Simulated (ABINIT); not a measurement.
# ScHO2 (P6_3/mmc): changed settings of a GW run in ABINIT

Aim: change inputs of a GW run on ScHO2 (P6_3/mmc) and see what moves.

Method: LDA and many-body steps on it, plane waves, in ABINIT 10.8.3.

### 1. The starting structure

Symmetry: P6_3/mmc, No. 194, hexagonal system. The conventional cell has a = 3.234 Å, b = 3.234 Å, c = 9.062 Å, α = 90.00°, β = 90.00°, γ = 120.00°. Nearest to Sc lie 6 O at 2.14 Å. H has 2 O at 1.22 Å nearest. O has 1 H at 1.22 Å and 3 Sc at 2.14 Å nearest. Farther neighbours and most contacts between anions are not listed.

The cell and positions are those that the Materials Project relaxed with its own functionals (PBE, PBE+U or r2SCAN), kept fixed.

### 2. Screening, 3×3×1 mesh, 51 bands, screening to 87.1 eV

This step: ABINIT 10.8.3; RPA screening on LDA, plane waves, norm-conserving pseudopotentials.

The RPA dielectric matrix is built and inverted for each q.

Contents of run.abi:

```
acell 3*1.0 Angstrom
rprim 
  3.233532062406 -0.000000000001 0.000000000000
  -1.616766031202 2.800320909996 0.000000000000
  0.000000000000 0.000000000000 9.062126000000
ntypat 3
znucl 21 1 8
natom 8
typat 1 1 2 2 3 3 3 3
xred 
  0.000000000000 0.000000000000 0.500000000000
  0.000000000000 0.000000000000 0.000000000000
  0.666666666667 0.333333333333 0.750000000000
  0.333333333333 0.666666666667 0.250000000000
  0.666666666667 0.333333333333 0.615588000000
  0.666666666667 0.333333333333 0.884412000000
  0.333333333333 0.666666666667 0.115588000000
  0.333333333333 0.666666666667 0.384412000000
pp_dirpath "pseudos"
pseudos "Sc.upf, H.upf, O.upf"
ecut 36
ngkpt 3 3 1
nshiftk 1
shiftk 0 0 0
kptopt 1
chksymbreak 0
istwfk *1
occopt 1
irdwfk 1
optdriver 3
nband 51
ecuteps 3.2
inclvkb 2
awtr 1
symchi 1
indata_prefix "in"
outdata_prefix "out"
tmpdata_prefix "tmp"
```

The run is started by

```bash
$ OMP_NUM_THREADS=1 mpirun -n 4 abinit run.abi > log
```

The program printed:

```text
.Version 10.8.3 of ABINIT. v10.8.2 released Aug 2026.

 Symmetries : space group P6_3/m m c (#194); Bravais hP (primitive hexag.)
[... echo of the input left out ...]
== DATASET  1 ==================================================================
-   mpi_nproc: 4, omp_nthreads: 1 (-1 if OMP is not activated)

--- !DatasetInfo
iteration_state: {dtset: 1, }
dimensions: {natom: 8, nkpt: 3, mband: 51, nsppol: 1, nspinor: 1, nspden: 1, mpw: 5730, }
cutoff_energies: {ecut:  36.0, pawecutdg:  -1.0, }
electrons: {nelect:   4.80000000E+01, charge:   0.00000000E+00, occopt:   1.00000000E+00, tsmear:   1.00000000E-02, }

 SCREENING: Calculation of the susceptibility and dielectric matrices

 Based on a program developped by R.W. Godby, V. Olevano, G. Onida, and L. Reining.
 Incorporated in ABINIT by V. Olevano, G.-M. Rignanese, and M. Torrent.
.Using double precision arithmetic ; gwpc =  8

[... cell and pseudopotentials left out ...]
--------------------------------------------------------------------------------

 ==== K-mesh for the wavefunctions ====
 Number of points in the irreducible wedge :     3
[... list of points left out ...]
 Together with 24 symmetry operations and time-reversal symmetry
 yields     9 points in the full Brillouin Zone.

 ==== Q-mesh for the screening function ====
 Number of points in the irreducible wedge :     3
[... list of points left out ...]
 Together with 24 symmetry operations and time-reversal symmetry
 yields     9 points in the full Brillouin Zone.

 setmesh: FFT mesh size selected  =    20x   20x   60
          total number of points  =        24000

 vcoul_init : cutoff-mode = AUXILIARY_FUNCTION
 q-points for optical limit:   1
     1)      0.000010    0.000020    0.000030

- screening: taking advantage of time-reversal symmetry
- Maximum band index for partially occupied states nbvw = 24
- Remaining bands to be divided among processors   nbcw = 27
- Number of bands treated by each node ~6

 Number of electrons calculated from density =   48.0000; Expected =   48.0000
 average of density, n =  0.086682
 r_s =    1.4017
 omega_plasma =   28.4001 [eV]

 calculating chi0 at frequencies [eV] :
  1    0.000000E+00    0.000000E+00
  2    0.000000E+00    2.840013E+01

--------------------------------------------------------------------------------
  q-point number  1        q = ( 0.000000, 0.000000, 0.000000) [r.l.u.]
--------------------------------------------------------------------------------
[... chi0 elements left out ...]
 For q-point:  0.000010 0.000020 0.000030
  dielectric constant =   4.1517
  dielectric constant without local fields =   4.3826

  Average fulfillment of the sum rule on Im[epsilon] for q-point    1 :     39.20  [%]
[... wings left out ...]
  q-point number  2        q = ( 0.333333, 0.000000, 0.000000) [r.l.u.]
--------------------------------------------------------------------------------
[... chi0 elements left out ...]
  Average fulfillment of the sum rule on Im[epsilon] for q-point    2 :     34.32  [%]

 [... 1 further q-points ...]
```

Wall time 6.7 s (4 MPI ranks of Intel Xeon Platinum 8488C (Sapphire Rapids), shared host); peak memory 0.65 GiB; 26 s of CPU time.

Numbers from this step:

- ε∞ with local fields, on this mesh, along the program's q direction: 4.152
- the same without local fields: 4.383
- plasma frequency: 28.40 eV
- plane waves in the screening matrix: 175

Local fields lower ε∞ by 5 %. On a Γ-centred mesh this coarse the value itself is usually too large, while a short band sum pulls it down.

### 3. Base

The self-energy is evaluated for the states that the input lists, and the levels follow from it, in one-shot runs by the linearised quasiparticle equation.

This step: G0W0 on LDA, plane waves, norm-conserving pseudopotentials.

run.abi: that of step 2 with these lines changed.

```diff
@@ -29,8 +29,17 @@
 irdwfk 1
-optdriver 3
+optdriver 4
 nband 51
+gwcalctyp 0
+ecutsigx 36
+symsigma 1
+nkptgw 2
+kptgw 
+  0.0000000000 0.0000000000 0.0000000000
+  0.3333333333 0.0000000000 0.0000000000
+bdgw 
+  23 27
+  23 26
 ecuteps 3.2
-inclvkb 2
-awtr 1
-symchi 1
+irdscr 1
+ppmodel 1
 indata_prefix "in"
```

The program printed:

```text
.Version 10.8.3 of ABINIT. v10.8.2 released Aug 2026.

 Symmetries : space group P6_3/m m c (#194); Bravais hP (primitive hexag.)
[... echo of the input left out ...]
== DATASET  1 ==================================================================
-   mpi_nproc: 4, omp_nthreads: 1 (-1 if OMP is not activated)

--- !DatasetInfo
iteration_state: {dtset: 1, }
dimensions: {natom: 8, nkpt: 3, mband: 51, nsppol: 1, nspinor: 1, nspden: 1, mpw: 5730, }
cutoff_energies: {ecut:  36.0, pawecutdg:  -1.0, }
electrons: {nelect:   4.80000000E+01, charge:   0.00000000E+00, occopt:   1.00000000E+00, tsmear:   1.00000000E-02, }

 SIGMA: Calculation of the GW corrections

 Based on a program developped by R.W. Godby, V. Olevano, G. Onida, and L. Reining.
 Incorporated in ABINIT by V. Olevano, G.-M. Rignanese, and M. Torrent.
.Using double precision arithmetic ; gwpc =  8

[... cell and pseudopotentials left out ...]
--------------------------------------------------------------------------------

 ==== K-mesh for the wavefunctions ====
 Number of points in the irreducible wedge :     3
[... list of points left out ...]
 Together with 24 symmetry operations and time-reversal symmetry
 yields     9 points in the full Brillouin Zone.

 ==== Q-mesh for screening function ====
 Number of points in the irreducible wedge :     3
[... list of points left out ...]
 Together with 24 symmetry operations and time-reversal symmetry
 yields     9 points in the full Brillouin Zone.

 vcoul_init : cutoff-mode = AUXILIARY_FUNCTION
 q-points for optical limit:   1
     1)      0.000010    0.000020    0.000030
 setmesh: FFT mesh size selected  =    30x   30x   96
          total number of points  =        86400

 Number of electrons calculated from density =   48.0000; Expected =   48.0000
 average of density, n =  0.086682
 r_s =    1.4017
 omega_plasma =   28.4001 [eV]

 === KS Band Gaps ===
  >>>> For spin  1
   Minimum direct gap =   4.0039 [eV], located at k-point      :   0.3333  0.0000  0.0000
   Fundamental gap    =   3.9372 [eV], Top of valence bands at :   0.0000  0.0000  0.0000
                                       Bottom of conduction at :   0.3333  0.0000  0.0000
 SIGMA fundamental parameters:
 PLASMON POLE MODEL  1
 number of plane-waves for SigmaX                 5717
 number of plane-waves for SigmaC and W            175
 number of plane-waves for wavefunctions          5717
 number of bands                                    51
 number of independent spin polarizations            1
 number of spinorial components                      1
 number of k-points in IBZ                           3
 number of q-points in IBZ                           3
 number of symmetry operations                      24
 number of k-points in BZ                            9
 number of q-points in BZ                            9
 number of frequencies for dSigma/dE                 9
 frequency step for dSigma/dE [eV]                0.25
 number of omega for Sigma on real axis              0
 max omega for Sigma on real axis  [eV]           0.00
 zcut for avoiding poles [eV]                     0.10

 EPSILON^-1 parameters (SCR file):
 dimension of the eps^-1 matrix on file            175
 dimension of the eps^-1 matrix used               175
 number of plane-waves for wavefunctions          5717
 number of bands                                    51
 number of q-points in IBZ                           3
 number of frequencies                               2
 number of real frequencies                          1
 number of imag frequencies                          1

 matrix elements of self-energy operator (all in [eV])

 Perturbative Calculation

--- !SelfEnergy_ee
iteration_state: {dtset: 1, }
kpoint     : [   0.000,    0.000,    0.000, ]
spin       : 1
KS_gap     :    4.555
QP_gap     :    7.341
Delta_QP_KS:    2.786
data: !SigmaeeData |
     Band     E0 <VxcDFT>   SigX SigC(E0)      Z dSigC/dE  Sig(E)    E-E0       E
       23   2.799 -19.947 -25.470   5.260   0.775  -0.290 -20.151  -0.205   2.595
       24   2.799 -19.947 -25.470   5.260   0.775  -0.290 -20.151  -0.205   2.595
       25   7.355 -15.146  -7.840  -4.123   0.811  -0.233 -12.565   2.581   9.936
       26   7.602 -17.791  -9.430  -4.516   0.800  -0.250 -14.715   3.077  10.678
       27   7.602 -17.791  -9.430  -4.516   0.800  -0.250 -14.715   3.077  10.678

--- !SelfEnergy_ee
iteration_state: {dtset: 1, }
kpoint     : [   0.333,    0.000,    0.000, ]
spin       : 1
KS_gap     :    4.004
QP_gap     :    6.886
Delta_QP_KS:    2.882
data: !SigmaeeData |
     Band     E0 <VxcDFT>   SigX SigC(E0)      Z dSigC/dE  Sig(E)    E-E0       E
       23   2.198 -19.328 -24.845   5.182   0.775  -0.291 -19.588  -0.260   1.938
       24   2.733 -20.086 -25.307   5.026   0.777  -0.288 -20.237  -0.151   2.581
       25   6.737 -15.959  -8.512  -4.085   0.812  -0.231 -13.228   2.731   9.467
       26   7.499 -17.679 -10.042  -4.047   0.801  -0.248 -14.803   2.876  10.375

== END DATASET(S) ==============================================================
================================================================================

 -outvars: echo values of variables after computation  --------
           etotal      0.0000000000E+00
            nband          51
             nkpt           3
          spgroup         194
 [... the other variables as echoed above ...]

 Calculation completed.
```

The job ended after 4.3 s (4 MPI ranks; peak memory 0.55 GiB; 16 s of CPU time).

This step gave:

| Property | Result |
| --- | --- |
| G0W0 gap on the points computed | 6.872 eV |
| starting gap on the mesh | 3.937 eV |
| k of the valence top | 0, 0, 0 |
| k of the conduction bottom | 0.3333, 0, 0 |
| Z at the valence top | 0.775 |
| Z at the conduction bottom | 0.812 |
| least direct G0W0 gap on the computed points | 6.886 eV |

The gap on the mesh goes from 3.94 eV to 6.87 eV, a correction of +2.93 eV.

### 4. Scissors in G

run.abi: that of step 3 with these lines changed.

```diff
@@ -44,2 +44,3 @@
 ppmodel 1
+mbpt_sciss 0.5 eV
 indata_prefix "in"
```

The program printed:

```text
.Version 10.8.3 of ABINIT. v10.8.2 released Aug 2026.

 Symmetries : space group P6_3/m m c (#194); Bravais hP (primitive hexag.)
[... echo of the input left out ...]
== DATASET  1 ==================================================================
-   mpi_nproc: 4, omp_nthreads: 1 (-1 if OMP is not activated)

--- !DatasetInfo
iteration_state: {dtset: 1, }
dimensions: {natom: 8, nkpt: 3, mband: 51, nsppol: 1, nspinor: 1, nspden: 1, mpw: 5730, }
cutoff_energies: {ecut:  36.0, pawecutdg:  -1.0, }
electrons: {nelect:   4.80000000E+01, charge:   0.00000000E+00, occopt:   1.00000000E+00, tsmear:   1.00000000E-02, }

 SIGMA: Calculation of the GW corrections

 Based on a program developped by R.W. Godby, V. Olevano, G. Onida, and L. Reining.
 Incorporated in ABINIT by V. Olevano, G.-M. Rignanese, and M. Torrent.
.Using double precision arithmetic ; gwpc =  8

[... cell and pseudopotentials left out ...]
--------------------------------------------------------------------------------

 ==== K-mesh for the wavefunctions ====
 Number of points in the irreducible wedge :     3
[... list of points left out ...]
 Together with 24 symmetry operations and time-reversal symmetry
 yields     9 points in the full Brillouin Zone.

 ==== Q-mesh for screening function ====
 Number of points in the irreducible wedge :     3
[... list of points left out ...]
 Together with 24 symmetry operations and time-reversal symmetry
 yields     9 points in the full Brillouin Zone.

 vcoul_init : cutoff-mode = AUXILIARY_FUNCTION
 q-points for optical limit:   1
     1)      0.000010    0.000020    0.000030
 setmesh: FFT mesh size selected  =    30x   30x   96
          total number of points  =        86400

 Number of electrons calculated from density =   48.0000; Expected =   48.0000
[...]
max omega for Sigma on real axis  [eV]           0.00
 zcut for avoiding poles [eV]                     0.10
 scissor energy [eV]                              0.50

 EPSILON^-1 parameters (SCR file):
 dimension of the eps^-1 matrix on file            175
 dimension of the eps^-1 matrix used               175
 number of plane-waves for wavefunctions          5717
 number of bands                                    51
 number of q-points in IBZ                           3
 number of frequencies                               2
 number of real frequencies                          1
 number of imag frequencies                          1

 matrix elements of self-energy operator (all in [eV])

 Perturbative Calculation

--- !SelfEnergy_ee
iteration_state: {dtset: 1, }
kpoint     : [   0.000,    0.000,    0.000, ]
spin       : 1
KS_gap     :    4.555
QP_gap     :    7.419
Delta_QP_KS:    2.864
data: !SigmaeeData |
     Band     E0 <VxcDFT>   SigX SigC(E0)      Z dSigC/dE  Sig(E)    E-E0       E
       23   2.799 -19.947 -25.470   5.273   0.775  -0.290 -20.141  -0.194   2.605
       24   2.799 -19.947 -25.470   5.273   0.775  -0.290 -20.141  -0.194   2.605
       25   7.355 -15.146  -7.840  -4.131   0.811  -0.233 -12.477   2.670  10.024
[...]
--- !SelfEnergy_ee
iteration_state: {dtset: 1, }
kpoint     : [   0.333,    0.000,    0.000, ]
spin       : 1
KS_gap     :    4.004
QP_gap     :    6.962
Delta_QP_KS:    2.958
data: !SigmaeeData |
     Band     E0 <VxcDFT>   SigX SigC(E0)      Z dSigC/dE  Sig(E)    E-E0       E
[...]
25   6.737 -15.959  -8.512  -4.094   0.813  -0.231 -13.141   2.818   9.555
       26   7.499 -17.679 -10.042  -4.060   0.801  -0.248 -14.712   2.966  10.466

== END DATASET(S) ==============================================================
================================================================================

 -outvars: echo values of variables after computation  --------
           etotal      0.0000000000E+00
            nband          51
             nkpt           3
          spgroup         194
 [... the other variables as echoed above ...]

 Calculation completed.
```

Elapsed: 4.5 s, on 4 MPI ranks; peak memory 0.54 GiB; 17 s of CPU time.

This step gave:

- G0W0 gap on the points computed: 6.950 eV
- starting gap on the mesh: 3.937 eV
- k of the valence top: 0, 0, 0
- k of the conduction bottom: 0.3333, 0, 0
- Z at the valence top: 0.775
- Z at the conduction bottom: 0.813
- least direct G0W0 gap on the computed points: 6.963 eV

### 5. No symmetry in the self-energy

run.abi: that of step 4 with these lines changed.

```diff
@@ -33,3 +33,3 @@
 ecutsigx 36
-symsigma 1
+symsigma 0
 nkptgw 2
@@ -44,3 +44,2 @@
 ppmodel 1
-mbpt_sciss 0.5 eV
 indata_prefix "in"
```

The program printed:

```text
.Version 10.8.3 of ABINIT. v10.8.2 released Aug 2026.

 Symmetries : space group P6_3/m m c (#194); Bravais hP (primitive hexag.)
[... echo of the input left out ...]
== DATASET  1 ==================================================================
-   mpi_nproc: 4, omp_nthreads: 1 (-1 if OMP is not activated)

--- !DatasetInfo
iteration_state: {dtset: 1, }
dimensions: {natom: 8, nkpt: 3, mband: 51, nsppol: 1, nspinor: 1, nspden: 1, mpw: 5730, }
cutoff_energies: {ecut:  36.0, pawecutdg:  -1.0, }
[...]
Band     E0 <VxcDFT>   SigX SigC(E0)      Z dSigC/dE  Sig(E)    E-E0       E
[...]
25   6.737 -15.959  -8.512  -4.085   0.812  -0.231 -13.228   2.731   9.467
       26   7.499 -17.679 -10.042  -4.047   0.801  -0.248 -14.803   2.876  10.375

== END DATASET(S) ==============================================================
================================================================================

 -outvars: echo values of variables after computation  --------
           etotal      0.0000000000E+00
            nband          51
             nkpt           3
          spgroup         194
 [... the other variables as echoed above ...]

 Calculation completed.
```

The job ended after 5.6 s (4 MPI ranks; peak memory 0.54 GiB; 22 s of CPU time).

Numbers from this step:

```
G0W0 gap on the points computed              : 6.869 eV
starting gap on the mesh                     : 3.937 eV
k of the valence top                         : 0, 0, 0
k of the conduction bottom                   : 0.3333, 0, 0
least direct G0W0 gap on the computed points : 6.888 eV
```

Against G0W0 in ABINIT (3×3×1 mesh, 51 bands, screening to 87.1 eV, Godby-Needs plasmon pole), the gap moves by −0.003 eV.

(Part 1 of 2 ends here.)

[Paths, hosts, dates, memory and timing lines, banners, echoed tables and standing remarks are left out of the program output.]

[Logs are printed without paths, hosts, clocks, repeated set-up lines and the standing remarks that a program may print on its own settings, such as how far it seeks lower states.]

[Runs of the session that timed out or met a known fault of the program may be left out.]

[Hosts, paths, dates, database ids (printed as entryN), source tags and the programs' standing remarks are cut or masked in the printed files.]

[G0W0 gaps are taken among the corrected bands and points alone; a level outside them can change the order at an edge.]

[Where Ansatz stands beside ABINIT at settings called matched, ABINIT's density can come from a denser mesh and the files from another edition; pairs whose starting gaps differed by over 0.03 eV were left out, so agreement reads better than it is.]
